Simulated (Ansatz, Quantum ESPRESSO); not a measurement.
# Evanescent states of BN, zinc blende type, lattice constant set to 3.646 Å, part 2 of 4

Wanted: the complex band structure of BN, zinc blende type, lattice constant set to 3.646 Å, as for a tunnel barrier.

Quantum ESPRESSO 7.5; plane-wave DFT, LDA, GBRV ultrasoft pseudopotentials; cross-check by Ansatz 0.2.0 with PAW datasets.

So far. Step 2 (SCF with pw.x): The run needed 9 iterations to bring the estimated error under 1e-09 Ry.

## (3) Complex band structure

Level of this step: complex band structure by pwcond; plane-wave DFT, LDA, GBRV ultrasoft pseudopotentials (Quantum ESPRESSO).

ikind = 0 solves one period of the crystal for all kz, real and complex, at each energy and k across. ewind and epsproj trim the two-dimensional plane-wave basis; nz1 sets the subslabs.

Contents of cbs.in:

```
&inputcond
  outdir = './out'
  prefixl = 'scf'
  band_file = 'cbs'
  ikind = 0
  ewind = 4.0
  epsproj = 1e-05
  nz1 = 7
  energy0 = 7.44
  denergy = -0.24
/
4
  0.00000000 0.00000000 1.00000000
  0.50000000 0.00000000 1.00000000
  0.50000000 0.50000000 1.00000000
  0.25000000 0.00000000 1.00000000
40
```

Command:

```bash
$ OMP_NUM_THREADS=1 mpirun -n 2 pwcond.x -in cbs.in > cbs.out
```

Log:

```text
[banner, memory and clock lines left out]
Program PWCOND v.7.5 starts

          URL

     ./out/scf.save/

     IMPORTANT: XC functional enforced from input :
     Exchange-correlation= PZ
                           (   1   1   0   0   0   0   0)
     Any further DFT definition will be discarded
     Please, verify this is what you really want

     Reading collected, re-writing distributed wavefunctions

===== INPUT FILE containing the left lead =====

     GEOMETRY:

     lattice parameter (alat)  =       4.8719  a.u.
     the volume                =     163.5372 (a.u.)^3
     the cross section         =      23.7356 (a.u.)^2
     l of the unit cell        =       1.4142 (alat)
     number of atoms/cell      =            4
     number of atomic types    =            2

     crystal axes: (cart. coord. in units of alat)
               a(1) = (  1.0000  0.0000  0.0000 )
               a(2) = (  0.0000  1.0000  0.0000 )
               a(3) = (  0.0000  0.0000  1.4142 )

   Cartesian axes

     site n.     atom                  positions (alat units)
          1        B      tau(  1)=(  0.0000  0.0000  1.4142  )
          2        N      tau(  2)=(  0.5000  0.0000  0.3536  )
          3        B      tau(  3)=(  0.5000  0.5000  0.7071  )
          4        N      tau(  4)=(  0.0000  0.5000  1.0607  )

     nr1s                      =           20
     nr2s                      =           20
     nr3s                      =           27
     nr1sx                     =           20
     nr2sx                     =           20
     nr3sx                     =           27
     nr1                       =           24
     nr2                       =           24
     nr3                       =           32
     nr1x                      =           24
     nr2x                      =           24
     nr3x                      =           32

 _______________________________
  Radii of nonlocal spheres:

     type       ibeta     ang. mom.          radius (alat units)
       B          1         0                    0.2567
       B          2         0                    0.2567
       B          3         1                    0.2567
       B          4         1                    0.2567
       N          1         0                    0.2481
       N          2         0                    0.2481
       N          3         1                    0.2481
       N          4         1                    0.2481
----- General information -----

----- Complex band structure calculation -----

     nrx                       =           20
     nry                       =           20
     nz1                       =            7

     energy0               =         7.4E+00
     denergy               =        -2.4E-01
     nenergy               =         40
     ecut2d                =         4.0E+01
     ewind                 =         4.0E+00
     epsproj               =         1.0E-05

     number of k_|| points=    4
                       cryst. coord.
        k(    1) = (   0.0000000   0.0000000), wk =   0.2500000
        k(    2) = (   0.5000000   0.0000000), wk =   0.2500000
        k(    3) = (   0.5000000   0.5000000), wk =   0.2500000
        k(    4) = (   0.2500000   0.0000000), wk =   0.2500000
----- Information about left lead -----

     nocros                   =            8
     noins                    =           24
     norb                     =           40
     norbf                    =           40
     nrz                      =           27

      iorb      type   ibeta   ang. mom.   m       position (alat)
        1        1       1        0        1   taunew(   1)=(  0.0000  0.0000  0.0000)
        2        1       2        0        1   taunew(   2)=(  0.0000  0.0000  0.0000)
        3        1       3        1        1   taunew(   3)=(  0.0000  0.0000  0.0000)
        4        1       3        1        2   taunew(   4)=(  0.0000  0.0000  0.0000)
        5        1       3        1        3   taunew(   5)=(  0.0000  0.0000  0.0000)
        6        1       4        1        1   taunew(   6)=(  0.0000  0.0000  0.0000)
        7        1       4        1        2   taunew(   7)=(  0.0000  0.0000  0.0000)
        8        1       4        1        3   taunew(   8)=(  0.0000  0.0000  0.0000)
        9        2       1        0        1   taunew(   9)=(  0.5000  0.0000  0.3536)
       10        2       2        0        1   taunew(  10)=(  0.5000  0.0000  0.3536)
       11        2       3        1        1   taunew(  11)=(  0.5000  0.0000  0.3536)
       12        2       3        1        2   taunew(  12)=(  0.5000  0.0000  0.3536)
       13        2       3        1        3   taunew(  13)=(  0.5000  0.0000  0.3536)
       14        2       4        1        1   taunew(  14)=(  0.5000  0.0000  0.3536)
       15        2       4        1        2   taunew(  15)=(  0.5000  0.0000  0.3536)
       16        2       4        1        3   taunew(  16)=(  0.5000  0.0000  0.3536)
       17        1       1        0        1   taunew(  17)=(  0.5000  0.5000  0.7071)
       18        1       2        0        1   taunew(  18)=(  0.5000  0.5000  0.7071)
       19        1       3        1        1   taunew(  19)=(  0.5000  0.5000  0.7071)
       20        1       3        1        2   taunew(  20)=(  0.5000  0.5000  0.7071)
       21        1       3        1        3   taunew(  21)=(  0.5000  0.5000  0.7071)
       22        1       4        1        1   taunew(  22)=(  0.5000  0.5000  0.7071)
       23        1       4        1        2   taunew(  23)=(  0.5000  0.5000  0.7071)
       24        1       4        1        3   taunew(  24)=(  0.5000  0.5000  0.7071)
       25        2       1        0        1   taunew(  25)=(  0.0000  0.5000  1.0607)
       26        2       2        0        1   taunew(  26)=(  0.0000  0.5000  1.0607)
       27        2       3        1        1   taunew(  27)=(  0.0000  0.5000  1.0607)
       28        2       3        1        2   taunew(  28)=(  0.0000  0.5000  1.0607)
       29        2       3        1        3   taunew(  29)=(  0.0000  0.5000  1.0607)
       30        2       4        1        1   taunew(  30)=(  0.0000  0.5000  1.0607)
       31        2       4        1        2   taunew(  31)=(  0.0000  0.5000  1.0607)
       32        2       4        1        3   taunew(  32)=(  0.0000  0.5000  1.0607)
       33        1       1        0        1   taunew(  33)=(  0.0000  0.0000  1.4142)
       34        1       2        0        1   taunew(  34)=(  0.0000  0.0000  1.4142)
       35        1       3        1        1   taunew(  35)=(  0.0000  0.0000  1.4142)
       36        1       3        1        2   taunew(  36)=(  0.0000  0.0000  1.4142)
       37        1       3        1        3   taunew(  37)=(  0.0000  0.0000  1.4142)
       38        1       4        1        1   taunew(  38)=(  0.0000  0.0000  1.4142)
       39        1       4        1        2   taunew(  39)=(  0.0000  0.0000  1.4142)
       40        1       4        1        3   taunew(  40)=(  0.0000  0.0000  1.4142)
    k slab    z(k)  z(k+1)     crossing(iorb=1,norb)
    1   0.0000 0.0524 0.0524   1111111100000000000000000000000000000000
    2   0.0524 0.1048 0.0524   1111111100000000000000000000000000000000
    3   0.1048 0.1571 0.0524   1111111111111111000000000000000000000000
    4   0.1571 0.2095 0.0524   1111111111111111000000000000000000000000
    5   0.2095 0.2619 0.0524   1111111111111111000000000000000000000000
    6   0.2619 0.3143 0.0524   0000000011111111000000000000000000000000
    7   0.3143 0.3666 0.0524   0000000011111111000000000000000000000000
    8   0.3666 0.4190 0.0524   0000000011111111000000000000000000000000
    9   0.4190 0.4714 0.0524   0000000011111111111111110000000000000000
   10   0.4714 0.5238 0.0524   0000000011111111111111110000000000000000
   11   0.5238 0.5762 0.0524   0000000011111111111111110000000000000000
   12   0.5762 0.6285 0.0524   0000000011111111111111110000000000000000
   13   0.6285 0.6809 0.0524   0000000000000000111111110000000000000000
   14   0.6809 0.7333 0.0524   0000000000000000111111110000000000000000
   15   0.7333 0.7857 0.0524   0000000000000000111111110000000000000000
   16   0.7857 0.8381 0.0524   0000000000000000111111111111111100000000
   17   0.8381 0.8904 0.0524   0000000000000000111111111111111100000000
   18   0.8904 0.9428 0.0524   0000000000000000111111111111111100000000
   19   0.9428 0.9952 0.0524   0000000000000000111111111111111100000000
   20   0.9952 1.0476 0.0524   0000000000000000000000001111111100000000
   21   1.0476 1.0999 0.0524   0000000000000000000000001111111100000000
   22   1.0999 1.1523 0.0524   0000000000000000000000001111111100000000
   23   1.1523 1.2047 0.0524   0000000000000000000000001111111111111111
   24   1.2047 1.2571 0.0524   0000000000000000000000001111111111111111
   25   1.2571 1.3095 0.0524   0000000000000000000000001111111111111111
   26   1.3095 1.3618 0.0524   0000000000000000000000000000000011111111
   27   1.3618 1.4142 0.0524   0000000000000000000000000000000011111111
 ngper, shell number =           69          13
 ngper, n2d =           69          64
---  E-Ef =    7.4400000  k =    0.0000000   0.0000000
---  ie =          1  ik =          1
 Nchannels of the left tip =            1
 Right moving states:
   k1(2pi/a)   k2(2pi/a)   E-Ef (eV)
  -0.3507770  -0.0000000   7.4400000
 Left moving states:
   k1(2pi/a)   k2(2pi/a)   E-Ef (eV)
   0.3507770   0.0000000   7.4400000

---  E-Ef =    7.2000000  k =    0.0000000   0.0000000
---  ie =          2  ik =          1
 Nchannels of the left tip =            1
 Right moving states:
   k1(2pi/a)   k2(2pi/a)   E-Ef (eV)
  -0.3962304  -0.0000000   7.2000000
 Left moving states:
   k1(2pi/a)   k2(2pi/a)   E-Ef (eV)
   0.3962304  -0.0000000   7.2000000
[... further energies and points left out ...]
---  E-Ef =   -1.6800000  k =    0.2500000   0.0000000
---  ie =         39  ik =          4
 Nchannels of the left tip =            3
 Right moving states:
   k1(2pi/a)   k2(2pi/a)   E-Ef (eV)
   0.1007050   0.0000000  -1.6800000
  -0.3593287   0.0000000  -1.6800000
  -0.4321978  -0.0000000  -1.6800000
 Left moving states:
   k1(2pi/a)   k2(2pi/a)   E-Ef (eV)
  -0.1007050   0.0000000  -1.6800000
   0.3593287   0.0000000  -1.6800000
   0.4321978  -0.0000000  -1.6800000

---  E-Ef =   -1.9200000  k =    0.2500000   0.0000000
---  ie =         40  ik =          4
 Nchannels of the left tip =            3
 Right moving states:
   k1(2pi/a)   k2(2pi/a)   E-Ef (eV)
   0.0583551   0.0000000  -1.9200000
  -0.4021696  -0.0000000  -1.9200000
  -0.4642324  -0.0000000  -1.9200000
 Left moving states:
   k1(2pi/a)   k2(2pi/a)   E-Ef (eV)
  -0.0583551   0.0000000  -1.9200000
   0.4021696   0.0000000  -1.9200000
   0.4642324  -0.0000000  -1.9200000

Note: The following floating-point exceptions are signalling: IEEE_UNDERFLOW_FLAG IEEE_DENORMAL
Note: The following floating-point exceptions are signalling: IEEE_UNDERFLOW_FLAG IEEE_DENORMAL
```

Run time: 27 s. Hardware: 2 MPI ranks of Intel Xeon Platinum 8259CL at 2.50GHz (Skylake/Cascade Lake), shared host; peak memory 0.11 GiB; 54 s of CPU time.

Numbers from this step:

```
peak of the smallest κ at the zone centre : 0.486 Å⁻¹
energy of the peak at the zone centre     : 3.12 eV
peak of the smallest κ at (1/4, 0)        : 0.582 Å⁻¹
```

K across = (0, 0) in the cell's reciprocal vectors; values within 0.0025 1/Å of each other count once, columns are sorted by size at each energy, a dash where no further value was kept. Table of Im kz of the slowest decaying states by energy, zero at the highest filled level of the SCF mesh:

| energy (eV) | decay 1 (Å⁻¹) | decay 2 (Å⁻¹) | decay 3 (Å⁻¹) |
| --- | --- | --- | --- |
| -1.92 | 1.15 | 2.28 | 2.40 |
| -1.68 | 1.12 | 2.26 | 2.38 |
| -1.44 | 1.10 | 2.25 | 2.37 |
| -1.20 | 1.07 | 2.23 | 2.36 |
| -0.96 | 1.05 | 2.22 | 2.34 |
| -0.72 | 1.02 | 2.20 | 2.33 |
| -0.48 | 0.998 | 2.18 | 2.32 |
| -0.24 | 0.973 | 2.17 | 2.30 |
| 0.00 | 0.017 | 0.028 | 0.947 |
| 0.24 | 0.18 | 0.92 | 2.13 |
| 0.72 | 0.297 | 0.3 | 0.866 |
| 0.96 | 0.335 | 0.342 | 0.838 |
| 1.20 | 0.366 | 0.376 | 0.808 |
| 1.44 | 0.392 | 0.406 | 0.778 |
| 1.68 | 0.413 | 0.432 | 0.747 |
| 1.92 | 0.432 | 0.455 | 0.714 |
| 2.16 | 0.447 | 0.475 | 0.68 |
| 2.40 | 0.46 | 0.493 | 0.643 |
| 2.64 | 0.471 | 0.508 | 0.604 |
| 2.88 | 0.479 | 0.522 | 0.562 |
| 3.12 | 0.486 | 0.515 | 0.534 |
| 3.36 | 0.463 | 0.491 | 0.545 |
| 3.60 | 0.403 | 0.495 | 0.554 |
| 3.84 | 0.331 | 0.496 | 0.561 |
| 4.08 | 0.235 | 0.497 | 0.568 |
| 4.32 | 0.496 | 0.573 | 1.79 |
| 4.56 | 0.493 | 0.577 | 1.77 |
| 4.80 | 0.489 | 0.58 | 1.74 |
| 5.28 | 0.476 | 0.583 | 1.53 |
| 5.52 | 0.468 | 0.582 | 1.43 |
| 5.76 | 0.458 | 0.581 | 1.35 |
| 6.00 | 0.446 | 0.579 | 1.27 |
| 6.24 | 0.432 | 0.576 | 1.19 |
| 6.48 | 0.416 | 0.572 | 1.11 |
| 6.72 | 0.398 | 0.567 | 1.04 |
| 6.96 | 0.377 | 0.562 | 0.962 |
| 7.20 | 0.354 | 0.556 | 0.886 |
| 7.44 | 0.326 | 0.55 | 0.809 |

K across = (0, 0) in the cell's reciprocal vectors. Re kz of states that move upwards against energy, zero at the highest filled level of the SCF mesh:

| energy (eV) | channel 1 (Å⁻¹) | channel 2 (Å⁻¹) | channel 3 (Å⁻¹) |
| --- | --- | --- | --- |
| -1.92 | -0.620 | -0.620 | -0.558 |
| -1.68 | -0.567 | -0.567 | -0.516 |
| -1.44 | -0.512 | -0.512 | -0.472 |
| -1.20 | -0.457 | -0.457 | -0.426 |
| -0.96 | -0.399 | -0.399 | -0.376 |
| -0.72 | -0.338 | -0.338 | -0.322 |
| -0.48 | -0.270 | -0.270 | -0.259 |
| -0.24 | -0.186 | -0.186 | -0.180 |
| 0.00 | - | - | - |
| 0.24 | - | - | - |
| 0.72 | - | - | - |
| 0.96 | - | - | - |
| 1.20 | - | - | - |
| 1.44 | - | - | - |
| 1.68 | - | - | - |
| 1.92 | - | - | - |
| 2.16 | - | - | - |
| 2.40 | - | - | - |
| 2.64 | - | - | - |
| 2.88 | - | - | - |
| 3.12 | - | - | - |
| 3.36 | - | - | - |
| 3.60 | - | - | - |
| 3.84 | - | - | - |
| 4.08 | - | - | - |
| 4.32 | 0.0380 | - | - |
| 4.56 | 0.245 | - | - |
| 4.80 | 0.349 | - | - |
| 5.28 | 0.505 | - | - |
| 5.52 | 0.573 | - | - |
| 5.76 | 0.638 | - | - |
| 6.00 | 0.702 | - | - |
| 6.24 | 0.765 | - | - |
| 6.48 | 0.830 | - | - |
| 6.72 | -0.826 | - | - |
| 6.96 | -0.756 | - | - |
| 7.20 | -0.683 | - | - |
| 7.44 | -0.604 | - | - |

K across = (1/2, 0) in the cell's reciprocal vectors; values within 0.0025 1/Å of each other count once, columns are sorted by size at each energy, a dash where no further value was kept. The Im kz of the slowest decaying states by energy, zero at the highest filled level of the SCF mesh:

| energy (eV) | decay 1 (Å⁻¹) | decay 2 (Å⁻¹) | decay 3 (Å⁻¹) |
| --- | --- | --- | --- |
| -1.92 | 2.08 | 2.67 | - |
| -1.68 | 0.159 | 0.545 | 2.05 |
| -1.20 | 0.275 | 0.783 | 2.00 |
| -0.96 | 0.315 | 0.842 | 1.98 |
| -0.72 | 0.349 | 0.885 | 1.96 |
| -0.24 | 0.404 | 0.942 | 1.91 |
| 0.00 | 0.428 | 0.962 | 1.88 |
| 0.24 | 0.449 | 0.977 | 1.85 |
| 0.72 | 0.485 | 0.999 | 1.80 |
| 0.96 | 0.501 | 1.00 | 1.77 |
| 1.20 | 0.515 | 1.01 | 1.75 |
| 1.68 | 0.54 | 1.01 | 1.69 |
| 1.92 | 0.551 | 1.01 | 1.66 |
| 2.16 | 0.561 | 1.01 | 1.64 |
| 2.64 | 0.578 | 1.01 | 1.58 |
| 2.88 | 0.585 | 1.00 | 1.55 |
| 3.36 | 0.596 | 0.991 | 1.49 |
| 3.60 | 0.6 | 0.983 | 1.46 |
| 3.84 | 0.604 | 0.975 | 1.42 |
| 4.32 | 0.608 | 0.956 | 1.36 |
| 4.56 | 0.609 | 0.946 | 1.33 |
| 4.80 | 0.608 | 0.934 | 1.29 |
| 5.28 | 0.605 | 0.909 | 1.22 |
| 5.52 | 0.602 | 0.895 | 1.19 |
| 5.76 | 0.597 | 0.88 | 1.15 |
| 6.24 | 0.585 | 0.847 | 1.07 |
| 6.48 | 0.577 | 0.83 | 1.03 |
| 6.72 | 0.567 | 0.811 | 0.993 |
| 7.20 | 0.543 | 0.77 | 0.906 |
| 7.44 | 0.528 | 0.747 | 0.86 |

K across = (1/2, 1/2) in the cell's reciprocal vectors; values within 0.0025 1/Å of each other count once, columns are sorted by size at each energy, a dash where no further value was kept. Table of Im kz of the slowest decaying states by energy, zero at the highest filled level of the SCF mesh:

| energy (eV) | decay 1 (Å⁻¹) | decay 2 (Å⁻¹) | decay 3 (Å⁻¹) |
| --- | --- | --- | --- |
| -1.92 | 0.463 | 0.603 | 2.83 |
| -1.44 | 0.471 | 0.626 | 2.81 |
| -0.96 | 0.474 | 0.645 | 2.78 |
| -0.48 | 0.471 | 0.658 | 2.76 |
| -0.24 | 0.468 | 0.663 | 2.75 |
| 0.00 | 0.464 | 0.667 | 2.73 |
| 0.24 | 0.459 | 0.67 | 2.72 |
| 0.72 | 0.445 | 0.673 | 2.69 |
| 1.20 | 0.427 | 0.673 | 2.67 |
| 1.68 | 0.403 | 0.671 | 2.64 |
| 2.16 | 0.374 | 0.665 | 2.61 |
| 2.64 | 0.337 | 0.656 | 2.58 |
| 2.88 | 0.316 | 0.651 | 2.57 |
| 3.36 | 0.263 | 0.638 | 2.54 |
| 3.84 | 0.189 | 0.623 | 2.51 |
| 4.32 | 0.604 | 2.48 | 2.73 |
| 4.80 | 0.583 | 2.45 | 2.71 |
| 5.28 | 0.558 | 2.42 | 2.68 |
| 5.76 | 0.529 | 2.39 | 2.66 |
| 6.00 | 0.513 | 2.38 | 2.64 |
| 6.48 | 0.478 | 2.34 | 2.62 |
| 6.96 | 0.436 | 2.31 | 2.59 |
| 7.44 | 0.387 | 2.28 | 2.57 |

K across = (1/4, 0) in the cell's reciprocal vectors; values within 0.0025 1/Å of each other count once, columns are sorted by size at each energy, a dash where no further value was kept. Table of Im kz of the slowest decaying states by energy, zero at the highest filled level of the SCF mesh:

| energy (eV) | decay 1 (Å⁻¹) | decay 2 (Å⁻¹) | decay 3 (Å⁻¹) |
| --- | --- | --- | --- |
| -1.92 | 1.57 | 1.91 | 2.38 |
| -1.68 | 1.55 | 1.89 | 2.37 |
| -1.44 | 1.52 | 1.87 | 2.35 |
| -1.20 | 1.50 | 1.85 | 2.33 |
| -0.96 | 0.132 | 1.47 | 1.84 |
| -0.72 | 0.215 | 1.44 | 1.82 |
| -0.48 | 0.271 | 1.42 | 1.8 |
| -0.24 | 0.214 | 0.315 | 1.39 |
| 0.00 | 0.315 | 0.351 | 1.36 |
| 0.24 | 0.382 | 0.385 | 1.34 |
| 0.72 | 0.434 | 0.486 | 1.28 |
| 0.96 | 0.455 | 0.525 | 1.25 |
| 1.20 | 0.474 | 0.558 | 1.22 |
| 1.44 | 0.491 | 0.588 | 1.20 |
| 1.68 | 0.506 | 0.613 | 1.17 |
| 1.92 | 0.519 | 0.636 | 1.14 |
| 2.16 | 0.531 | 0.656 | 1.11 |
| 2.40 | 0.542 | 0.674 | 1.07 |
| 2.64 | 0.551 | 0.69 | 1.04 |
| 2.88 | 0.559 | 0.704 | 1.01 |
| 3.12 | 0.566 | 0.716 | 0.979 |
| 3.36 | 0.571 | 0.727 | 0.945 |
| 3.60 | 0.576 | 0.736 | 0.911 |
| 3.84 | 0.579 | 0.744 | 0.875 |
| 4.08 | 0.581 | 0.75 | 0.838 |
| 4.32 | 0.582 | 0.755 | 0.799 |
| 4.56 | 0.582 | 0.758 | 1.36 |
| 4.80 | 0.58 | 0.717 | 0.76 |
| 5.28 | 0.574 | 0.623 | 0.759 |
| 5.52 | 0.57 | 0.756 | 1.27 |
| 5.76 | 0.512 | 0.564 | 0.751 |
| 6.00 | 0.445 | 0.556 | 0.744 |
| 6.24 | 0.364 | 0.547 | 0.735 |
| 6.48 | 0.257 | 0.537 | 0.723 |
| 6.72 | 0.526 | 0.708 | 1.16 |
| 6.96 | 0.512 | 0.691 | 1.14 |
| 7.20 | 0.497 | 0.669 | 1.12 |
| 7.44 | 0.479 | 0.644 | 1.10 |

The program's own clock; routines nest. Time by routine:

| routine | wall time (s) | calls |
| --- | --- | --- |
| PWCOND | 26.74 | 1 |
| scatter_forw | 14.91 | 160 |
| compbs | 11 | 160 |
| compbs_2 | 10.5 | 160 |
| init | 0.57 | 1 |
| local | 0.24 | 4 |
| poten | 0.12 | 1 |

[end of part 2 of 4]

[Logs are printed without paths, hosts, clocks, repeated set-up lines and the standing remarks that a program may print on its own settings, such as how far it seeks lower states.]

[Hosts, paths, dates, database ids (printed as entryN), source tags and the programs' standing remarks are cut or masked in the printed files.]

[Maps of the electrostatic potential energy from Ansatz leave out the sawtooth potential of an applied field or a dipole correction, so their vacuum need not be flat; planar profiles and work functions include it.]
